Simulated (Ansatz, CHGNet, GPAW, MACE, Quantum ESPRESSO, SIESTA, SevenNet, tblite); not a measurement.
# KH6C3NO5 (P2_1/c) (64 atoms) in Quantum ESPRESSO

How do the settings of Quantum ESPRESSO change the result for KH6C3NO5 (P2_1/c) (64 atoms)? A plane-wave run serves as the yardstick.

Calculated with Quantum ESPRESSO 7.5; the method is named at each step.

### 1. The structure

The cell holds 64 atoms: 4 K, 24 H, 12 C, 4 N and 20 O. Cell: a = 7.457 Å, b = 13.002 Å, c = 6.816 Å, α = 90.0°, β = 105.4°, γ = 90.0°. It derives from KH6C3NO5 (P2_1/c), repeated 1×1×1. KH6C3NO5, space group P2_1/c, structure from the Crystallography Open Database, 1 x 1 x 1 conventional cells; every coordinate displaced by a Gaussian of 0.01 Å; bonds to H set to neutron lengths (C-H 1.089, N-H 1.015, O-H 0.983, B-H 1.19 Å) where the listed ones are shorter. Then every atom was moved at random, 0.05 Å r.m.s. a Cartesian component (hydrogen 0.6 of that).

The yardstick, on the same geometry:

```
method                                           : Kohn-Sham DFT, PBE, PAW, plane waves (Ansatz 0.2.0); cutoff 420 eV, Γ point, fermi-dirac smearing of 0.05 eV; PAW set soft_2
r.m.s. force component                           : 1.996 eV/Å
longest force                                    : 9.624 eV/Å
pressure                                         : 1.782 GPa
gap (highest filled to lowest empty level) : 3.546 eV
SCF cycles                                       : 10
time                                             : 3.9 s on 4 threads of Arm Neoverse V2, shared host
CPU time                                         : 14 s
```

### 2. PBE, sssp-1.3.0-efficiency, 60/480 Ry

Method: Kohn-Sham DFT, PBE, SSSP efficiency 1.3.0 pseudopotentials, plane waves.

pw.in

```
&control
  calculation = 'scf'
  pseudo_dir = './pseudo'
  outdir = './tmp'
  disk_io = 'none'
  tprnfor = .true.
  tstress = .true.
/
&system
  ibrav = 0
  nat = 64
  ntyp = 5
  ecutwfc = 60
  ecutrho = 480
  nosym = .true.
  occupations = 'smearing'
  smearing = 'fd'
  degauss = 0.003675
/
&electrons
  conv_thr = 3.2e-07
  electron_maxstep = 100
  mixing_beta = 0.4
  mixing_mode = 'plain'
  diagonalization = 'david'
/
ATOMIC_SPECIES
K 39.098 K.upf
H 1.008 H.upf
C 12.011 C.upf
N 14.007 N.upf
O 15.999 O.upf
CELL_PARAMETERS angstrom
7.45700 0.00000 0.00000
0.00000 13.00200 0.00000
-1.81118 0.00000 6.57096
ATOMIC_POSITIONS crystal
K 0.49354 0.63839 0.07791
K 0.49071 0.14022 0.40100
K 0.49405 0.36167 0.89725
K 0.50933 0.86276 0.59056
H 0.97627 0.73521 0.95355
H 0.03137 0.23085 0.55864
H 0.03291 0.26555 0.06223
H 0.96676 0.77429 0.44276
H 0.97824 0.85450 0.82802
H 0.01695 0.35285 0.66833
H 0.00880 0.14755 0.16046
H 0.98465 0.64285 0.33300
H 0.55456 0.89896 0.12690
H 0.44802 0.39649 0.38909
H 0.43914 0.10440 0.87826
H 0.54685 0.60227 0.61620
H 0.23016 0.96173 0.94360
H 0.76317 0.46279 0.54481
H 0.77189 0.03979 0.05005
H 0.22982 0.53984 0.44859
H 0.87304 0.48889 0.13712
H 0.11976 0.99007 0.36021
H 0.12207 0.51846 0.85981
H 0.88021 0.01209 0.63912
H 0.81466 0.53533 0.91298
H 0.19254 0.03649 0.58189
H 0.18849 0.46142 0.07886
H 0.80885 0.96534 0.42158
C 0.85991 0.85424 0.07587
C 0.13895 0.36051 0.41193
C 0.13335 0.14187 0.91372
C 0.86384 0.63934 0.57401
C 0.01861 0.81588 0.97326
C 0.99953 0.31119 0.52960
C 0.98757 0.18708 0.01826
C 0.99592 0.68022 0.48119
C 0.19242 0.82471 0.10382
C 0.80164 0.32773 0.39220
C 0.80935 0.17477 0.88784
C 0.19316 0.67773 0.61147
N 0.29810 0.91462 0.06622
N 0.69407 0.40570 0.44371
N 0.71064 0.09190 0.94700
N 0.28856 0.58667 0.56212
O 0.69803 0.82593 0.01798
O 0.30949 0.32446 0.48184
O 0.30112 0.17451 0.98692
O 0.68731 0.67019 0.50390
O 0.90231 0.92806 0.20576
O 0.08840 0.43238 0.27471
O 0.08860 0.06911 0.79114
O 0.90139 0.56643 0.71058
O 0.26885 0.76518 0.24879
O 0.73519 0.26765 0.26612
O 0.72820 0.24046 0.75060
O 0.28115 0.73170 0.75162
[... 4 atom lines left out ...]
O 0.76387 0.51916 0.03961
O 0.21963 0.01292 0.44439
O 0.21432 0.48719 0.95221
O 0.77521 0.98540 0.54028
K_POINTS gamma
```

Command:

```console
> OMP_NUM_THREADS=1 mpirun -np 2 pw.x -in pw.in > output.txt
```

Log:

```text
Program PWSCF
     gamma-point specific algorithms are used
     Parallelization info
     sticks:   dense  smooth     PW     G-vecs:    dense   smooth      PW
     Min        6620    3302    827               381693   135001   16857
     Max        6621    3303    828               381696   135002   16858
     Sum       13241    6605   1655               763389   270003   33715
     bravais-lattice index     =            0
     lattice parameter (alat)  =      14.0917  a.u.
     unit-cell volume          =    4299.3196 (a.u.)^3
     number of atoms/cell      =           64
     number of atomic types    =            5
     number of electrons       =       248.00
     number of Kohn-Sham states=          149
     kinetic-energy cutoff     =      60.0000  Ry
     charge density cutoff     =     480.0000  Ry
     scf convergence threshold =      3.2E-07
     mixing beta               =       0.4000
     number of iterations used =            8  plain     mixing
     Exchange-correlation= SLA  PW   PBX  PBC
                           (   1   4   3   4   0   0   0)
     crystal axes: (cart. coord. in units of alat)
               a(1) = (   1.000000   0.000000   0.000000 )
               a(2) = (   0.000000   1.743597   0.000000 )
               a(3) = (  -0.242883   0.000000   0.881180 )
     reciprocal axes: (cart. coord. in units 2 pi/alat)
               b(1) = (  1.000000 -0.000000  0.275634 )
               b(2) = (  0.000000  0.573527 -0.000000 )
               b(3) = (  0.000000  0.000000  1.134842 )
     PseudoPot. # 1 for K :
     Pseudo is Projector augmented-wave + core cor, Zval =  9.0
     PseudoPot. # 2 for H :
     Pseudo is Ultrasoft, Zval =  1.0
     PseudoPot. # 3 for C :
     Pseudo is Projector augmented-wave + core cor, Zval =  4.0
     PseudoPot. # 4 for N :
     Pseudo is Ultrasoft + core correction, Zval =  5.0
     PseudoPot. # 5 for O :
     Pseudo is Projector augmented-wave + core cor, Zval =  6.0
     atomic species   valence    mass     pseudopotential
     K                 9.00    39.09800     K ( 1.00)
     H                 1.00     1.00800     H ( 1.00)
     C                 4.00    12.01100     C ( 1.00)
     N                 5.00    14.00700     N ( 1.00)
     O                 6.00    15.99900     O ( 1.00)
     No symmetry found
   Cartesian axes
     number of k points=     1  Fermi-Dirac smearing, width (Ry)=  0.0037
                       cart. coord. in units 2pi/alat
        k(    1) = (   0.0000000   0.0000000   0.0000000), wk =   2.0000000
     Dense  grid:   381695 G-vectors     FFT dimensions: ( 100, 180,  90)
     Smooth grid:   135002 G-vectors     FFT dimensions: (  72, 125,  64)
     Check: negative core charge=   -0.000002
     Initial potential from superposition of free atoms
     starting charge     247.9239, renormalised to     248.0000
     Starting wfcs are  200 randomized atomic wfcs
     Self-consistent Calculation
     iteration #  1     ecut=    60.00 Ry     beta= 0.40
     total energy              =   -1614.76789742 Ry
     estimated scf accuracy    <       7.14352669 Ry
     iteration #  2     ecut=    60.00 Ry     beta= 0.40
     total energy              =   -1615.98756436 Ry
     estimated scf accuracy    <       0.91398359 Ry
     iteration #  3     ecut=    60.00 Ry     beta= 0.40
     total energy              =   -1616.07615736 Ry
     estimated scf accuracy    <       0.23251340 Ry
     iteration #  4     ecut=    60.00 Ry     beta= 0.40
     total energy              =   -1616.08785603 Ry
     estimated scf accuracy    <       0.06058570 Ry
     iteration #  5     ecut=    60.00 Ry     beta= 0.40
     total energy              =   -1616.09259478 Ry
     estimated scf accuracy    <       0.00629410 Ry
     iteration #  6     ecut=    60.00 Ry     beta= 0.40
     total energy              =   -1616.09348741 Ry
     estimated scf accuracy    <       0.00075534 Ry
     iteration #  7     ecut=    60.00 Ry     beta= 0.40
     total energy              =   -1616.09357380 Ry
     estimated scf accuracy    <       0.00017136 Ry
     iteration #  8     ecut=    60.00 Ry     beta= 0.40
     total energy              =   -1616.09360648 Ry
     estimated scf accuracy    <       0.00002836 Ry
     iteration #  9     ecut=    60.00 Ry     beta= 0.40
     total energy              =   -1616.09361056 Ry
     estimated scf accuracy    <       0.00000421 Ry
     iteration # 10     ecut=    60.00 Ry     beta= 0.40
     total energy              =   -1616.09361148 Ry
     estimated scf accuracy    <       0.00000079 Ry
     iteration # 11     ecut=    60.00 Ry     beta= 0.40
     End of self-consistent calculation
          k = 0.0000 0.0000 0.0000 ( 16858 PWs)   bands (ev):
   -25.8456 -25.7958 -25.6787 -25.4966 -20.6792 -20.5637 -19.8233 -19.7686
   -19.6655 -19.2904 -18.9257 -18.8503 -18.7307 -18.5795 -18.2046 -17.8801
   -17.7885 -17.7439 -17.4251 -17.1846 -16.9222 -16.8089 -16.7039 -16.2615
   -14.0043 -13.5629 -13.4019 -13.3293 -11.6653 -11.6176 -11.5531 -10.9950
    -9.4241  -9.3955  -9.3766  -9.3533  -9.3237  -9.2836  -9.2295  -9.2154
    -9.2125  -9.0655  -9.0528  -9.0191  -8.0656  -7.9319  -7.7828  -7.0573
    -6.9669  -6.9217  -6.5380  -6.4615  -6.4374  -6.0624  -5.8927  -5.8038
    -5.6942  -5.5709  -5.4493  -5.3526  -5.2478  -5.1456  -5.0097  -4.6482
    -4.4814  -4.3180  -4.2692  -4.1567  -4.0611  -4.0358  -4.0076  -3.9349
    -3.8549  -3.6760  -3.6716  -3.5097  -3.3947  -3.3659  -3.2039  -3.1045
    -2.9813  -2.9419  -2.8073  -2.5403  -2.4077  -2.3310  -2.2535  -2.0526
    -1.9332  -1.7835  -1.6438  -1.5272  -1.4697  -1.4182  -1.2882  -0.8715
    -0.4298  -0.2124  -0.1996   0.0414   0.1152   0.1437   0.1983   0.2142
     0.3136   0.3497   0.4074   0.4582   0.4878   0.5220   0.5372   0.5628
     0.5911   0.6775   0.8897   1.0347   1.0610   1.0983   1.1753   1.3576
     1.4764   1.6289   1.8462   2.0134   5.5609   5.7259   5.9320   6.0328
     6.2167   6.3374   6.6171   6.7452   6.9794   7.6455   8.0041   8.1975
     8.3208   8.8170   8.9266   9.3045   9.4155   9.5391   9.6342   9.8286
     9.8905  10.1106  10.2295  10.2977  10.3877
     the Fermi energy is     3.9064 ev
!    total energy              =   -1616.09361166 Ry
     estimated scf accuracy    <       0.00000013 Ry
     smearing contrib. (-TS)   =      -0.00000000 Ry
     internal energy E=F+TS    =   -1616.09361166 Ry
     The total energy is F=E-TS. E is the sum of the following terms:
     one-electron contribution =    -603.85088163 Ry
     hartree contribution      =     410.16663833 Ry
     xc contribution           =    -288.52089735 Ry
     ewald contribution        =    -647.96541404 Ry
     one-center paw contrib.   =    -485.92305697 Ry
     convergence has been achieved in  11 iterations
     Forces acting on atoms (cartesian axes, Ry/au):
     atom    1 type  1   force =    -0.00074183    0.00091977    0.01398354
     atom    2 type  1   force =     0.00546323    0.00381983   -0.00035061
     atom    3 type  1   force =     0.00086711    0.00086297    0.00120520
     atom    4 type  1   force =    -0.00700984   -0.00707438    0.00164067
     atom    5 type  2   force =     0.01749877   -0.01252749   -0.01684704
     atom    6 type  2   force =    -0.00108845   -0.01681379   -0.00336840
     atom    7 type  2   force =    -0.01326645    0.01220570   -0.01324944
     atom    8 type  2   force =     0.00364586   -0.11951766    0.01750174
     atom    9 type  2   force =     0.02146164    0.01135459   -0.01751585
     atom   10 type  2   force =     0.00494879    0.01875901    0.03729420
     atom   11 type  2   force =    -0.00412667   -0.02819504    0.02720995
     atom   12 type  2   force =    -0.00039109    0.00336188    0.00626636
[...]
atom   60 type  5   force =     0.09310225   -0.01619781    0.03401621
     atom   61 type  5   force =     0.05907192    0.01324425   -0.06251450
     atom   62 type  5   force =     0.19599165    0.14701374    0.29438422
     atom   63 type  5   force =     0.15874350   -0.10177430    0.13913221
     atom   64 type  5   force =    -0.08365656   -0.00373344    0.02360021
     Total force =     1.085132     Total SCF correction =     0.000581
     Computing stress (Cartesian axis) and pressure
          total   stress  (Ry/bohr**3)                   (kbar)     P=       17.00
   0.00021381   0.00010820   0.00024783           31.45       15.92       36.46
   0.00010820  -0.00005307   0.00024848           15.92       -7.81       36.55
   0.00024783   0.00024848   0.00018591           36.46       36.55       27.35
     Message from routine punch:
     Nothing written, as per user request (disk_io='none')
```

Run time: 74 s. Hardware: 2 MPI ranks of Arm Neoverse V2, shared host; peak memory 1.6 GiB.

Banners, paths, timers and routine set-up lines are dropped from the logs unmarked, and long logs keep their key lines alone; longer cuts are marked.

Numbers from this run, and their distance from the reference:

```yaml
r_m_s_force_component: 2.014 eV/Å
r_m_s_difference_of_force_components: 49.27 meV/Å
longest_difference_of_force_vectors: 247.1 meV/Å
force_difference_over_r_m_s_force: 2.468 %
slope_of_forces_against_the_reference_s: 1.008
correlation_of_force_components: 0.9997
spacing_of_highest_filled_and_lowest_empty_level: 3.547 eV
gap_difference: 0.0012 eV
pressure: 1.7 GPa
pressure_difference: -0.0822 GPa
```

Length of the force difference by element (eV/Å):

| element | atoms | mean | most |
| --- | --- | --- | --- |
| C | 12 | 0.074 | 0.23 |
| H | 24 | 0.040 | 0.25 |
| K | 4 | 0.0031 | 0.0035 |
| N | 4 | 0.031 | 0.042 |
| O | 20 | 0.095 | 0.23 |

Levels nearest the highest filled one (eV from it): -1.42, -1.34, -1.12, -0.98, -0.95, -0.92, -0.84, -0.66, -0.54, -0.38, -0.17, 0.00, 3.55, 3.71, 3.92, 4.02, 4.20, 4.32, 4.60, 4.73, 4.97, 5.63, 5.99, 6.18.

The surroundings of N42, picked at random, nearest first, numbered as they follow in the input and with coordinates relative to it.

| atom | x | y | z | distance (Å) | bonds | Fx | Fy | Fz (eV/Å) |
| --- | --- | --- | --- | --- | --- | --- | --- | --- |
| N42 | 0.00 | 0.00 | 0.00 | 0.00 | 3 | 1.99 | 0.82 | 0.29 |
| H18 | 0.33 | 0.74 | 0.66 | 1.05 | 1 | -0.43 | -0.36 | -0.63 |
| C38 | 0.90 | -1.01 | -0.34 | 1.39 | 3 | -0.28 | 3.10 | 4.43 |
| O58 | -1.02 | 0.42 | -0.93 | 1.44 | 4 | -0.06 | -1.67 | 2.27 |
| H14 | -1.74 | -0.12 | -0.36 | 1.78 | 1 | -0.24 | 0.79 | -1.64 |
| O54 | 0.63 | -1.79 | -1.17 | 2.23 | 3 | -1.02 | -3.81 | -4.67 |
| C34 | 2.12 | -1.23 | 0.56 | 2.52 | 4 | 0.36 | 2.05 | -2.45 |
| H10 | 2.00 | -0.69 | 1.48 | 2.58 | 1 | 0.13 | 0.48 | 0.96 |
| O52 | 1.06 | 2.09 | 1.75 | 2.93 | 1 | 0.67 | 1.23 | -1.05 |
| O55 | -0.30 | -2.15 | 2.02 | 2.96 | 3 | 0.99 | -2.42 | 1.81 |
| H21 | 1.89 | 1.08 | -2.01 | 2.97 | 1 | -0.08 | -0.10 | -0.05 |

Forces lie 2.5 % from the reference's, at 11 times its CPU time (on 2 against 4 cores).

### 3. PBE, dojo-0.4.1-standard, 80/320 Ry

Method: Kohn-Sham DFT, PBE, PseudoDojo 0.4.1 standard norm-conserving pseudopotentials, plane waves.

The pseudopotential files are exchanged too: ./pseudo now holds the set dojo-sr-pbe-0.4.1-standard.

Changes to pw.in since step 2:

```diff
@@ -12,4 +12,4 @@
   ntyp = 5
-  ecutwfc = 60
-  ecutrho = 480
+  ecutwfc = 80
+  ecutrho = 320
   nosym = .true.
```

Log:

```text
[banner, memory and clock lines left out]
Program PWSCF
     gamma-point specific algorithms are used
     bravais-lattice index     =            0
     lattice parameter (alat)  =      14.0917  a.u.
     unit-cell volume          =    4299.3196 (a.u.)^3
     number of atoms/cell      =           64
     number of atomic types    =            5
     number of electrons       =       248.00
     number of Kohn-Sham states=          149
     kinetic-energy cutoff     =      80.0000  Ry
[... lines left out ...]
     scf convergence threshold =      3.2E-07
[... lines left out ...]
     number of k points=     1  Fermi-Dirac smearing, width (Ry)=  0.0037
[... lines left out ...]
     total energy              =   -1156.62080367 Ry
[... lines left out ...]
     total energy              =   -1157.72296406 Ry
[... lines left out ...]
     total energy              =   -1157.80426095 Ry
[... lines left out ...]
     total energy              =   -1157.81870507 Ry
[... lines left out ...]
     total energy              =   -1157.81870598 Ry
[... lines left out ...]
   -25.8400 -25.7900 -25.6726 -25.4898 -20.6645 -20.5504 -19.7915 -19.7500
   -19.6394 -19.2829 -18.9100 -18.8340 -18.7032 -18.5581 -18.1808 -17.8248
   -17.7458 -17.7091 -17.3666 -17.1590 -16.8879 -16.7781 -16.6739 -16.2407
[...]
6.2020   6.3306   6.6036   6.7406   6.9831   7.6317   7.9887   8.1887
     8.3122   8.8177   8.9230   9.3087   9.4227   9.5437   9.6344   9.8332
     9.8977  10.1130  10.2310  10.2995  10.3981
     the Fermi energy is     3.9159 ev
!    total energy              =   -1157.81870610 Ry
     estimated scf accuracy    <       0.00000013 Ry
     smearing contrib. (-TS)   =      -0.00000000 Ry
     internal energy E=F+TS    =   -1157.81870610 Ry
     The total energy is F=E-TS. E is the sum of the following terms:
     one-electron contribution =    -607.15981546 Ry
     hartree contribution      =     408.63770437 Ry
     xc contribution           =    -311.33118096 Ry
     ewald contribution        =    -647.96541404 Ry
     convergence has been achieved in  11 iterations
     Forces acting on atoms (cartesian axes, Ry/au):
     atom    1 type  1   force =    -0.00075261    0.00075283    0.01380295
     atom    2 type  1   force =     0.00549926    0.00369721   -0.00026748
     atom    3 type  1   force =     0.00088952    0.00102458    0.00130542
[...]
atom   63 type  5   force =     0.14749865   -0.09752803    0.13480837
     atom   64 type  5   force =    -0.07285264   -0.00306721    0.02198712
     Total force =     1.063431     Total SCF correction =     0.000546
     Computing stress (Cartesian axis) and pressure
          total   stress  (Ry/bohr**3)                   (kbar)     P=       12.40
   0.00018702   0.00010600   0.00023561           27.51       15.59       34.66
   0.00010600  -0.00007808   0.00024447           15.59      -11.49       35.96
   0.00023561   0.00024447   0.00014389           34.66       35.96       21.17
     Message from routine punch:
     Nothing written, as per user request (disk_io='none')
```

The job ended after 53 s (2 MPI ranks; peak memory 0.78 GiB; 1.8 min of CPU time).

Numbers from this run, and their distance from the reference:

| Item | Value |
| --- | --- |
| r.m.s. force component | 1.973 eV/Å |
| r.m.s. difference of force components | 74.79 meV/Å |
| longest difference of force vectors | 312.2 meV/Å |
| force difference over r.m.s. force | 3.747 % |
| slope of forces against the reference's | 0.9878 |
| correlation of force components | 0.9994 |
| gap (highest filled to lowest empty level) | 3.549 eV |
| gap difference | 0.0023 eV |
| pressure | 1.24 GPa |
| pressure difference | -0.5422 GPa |

Against the first run (2.5 %), the force difference from the reference is 3.7 %, at 0.71 times the CPU time.

### 4. The ladder

Differences are against the plane-wave reference, forces as r.m.s. over components; share is that over the reference's r.m.s. force, slope the least-squares factor from reference forces to these. Total energies of different programs have different zeros and aren't compared.

| run | Δ force, r.m.s. (meV/Å) | share (%) | slope | Δ pressure (GPa) | Δ gap (eV) | cores | CPU time | memory (GiB) |
| --- | --- | --- | --- | --- | --- | --- | --- | --- |
| reference | - | - | - | - | - | 4 | 14 s | 0.73 |
| QE PBE, sssp-1.3.0-efficiency, 60/480 Ry | 49.3 | 2.47 | 1.008 | -0.0822 | 0.0012 | 2 | 2.5 min | 1.6 |
| QE PBE, dojo-0.4.1-standard, 80/320 Ry | 74.8 | 3.75 | 0.988 | -0.542 | 0.0023 | 2 | 1.8 min | 0.78 |

CPU time is summed over cores on a shared host, where runs went side by side, so it is rough. Symmetry, cutoffs, thresholds, outputs and thread counts weren't matched or tuned between programs; memory under MPI is the largest rank's times the ranks.

### 5. Summary of results

```yaml
nearest_in_forces: QE PBE, sssp-1.3.0-efficiency, 60/480 Ry, 2.5 %
its_cpu_time: 2.5 min
```

What this shows: PBE on plane waves or a grid with other potentials, cutoffs or grids differs from the reference by 2.5 % (QE PBE, sssp-1.3.0-efficiency, 60/480 Ry) to 3.7 % (QE PBE, dojo-0.4.1-standard, 80/320 Ry) of the r.m.s. force; this holds the reference's own error, so differences of a few per cent don't tell which side is nearer the exact PBE result (QE's 60 Ry are 816 eV, against the reference's 420 eV). None of the electronic-structure runs in the table takes under half the reference's CPU time of 14 s; they take 7.6 to 11 times as much. PBE gaps agree with the reference's 3.55 eV within 0.003 eV. These are spacings on the run's k-points, which needn't hold the band edges. With short bonds to hydrogen, sets of potentials differ among themselves by several per cent in forces even at converged cutoffs, so the reference isn't exact here either. The reference's stress is far from hydrostatic: its diagonal is 3.2, -0.7, 2.8 GPa, compression counted positive. The reference's PBE has no dispersion term, which matters for the binding between molecules or layers. The published positions, changed by the recipe (random displacements or longer bonds to H), lie far from the minimum at this level of theory. The reference's pressure of 1.8 GPa belongs to a cell and atoms that aren't relaxed at this level. The electronic-structure runs sample only Γ, in a cell whose shortest periodic width is 7 Å.

[Also dropped from logs without a mark: logging warnings of Python, and SIESTA's first energy breakdown and zero terms.]

[Logs are printed without paths, hosts, clocks, repeated set-up lines and the standing remarks that a program may print on its own settings, such as how far it seeks lower states.]

[Hosts, paths, dates, database ids (printed as entryN), source tags and the programs' standing remarks are cut or masked in the printed files.]
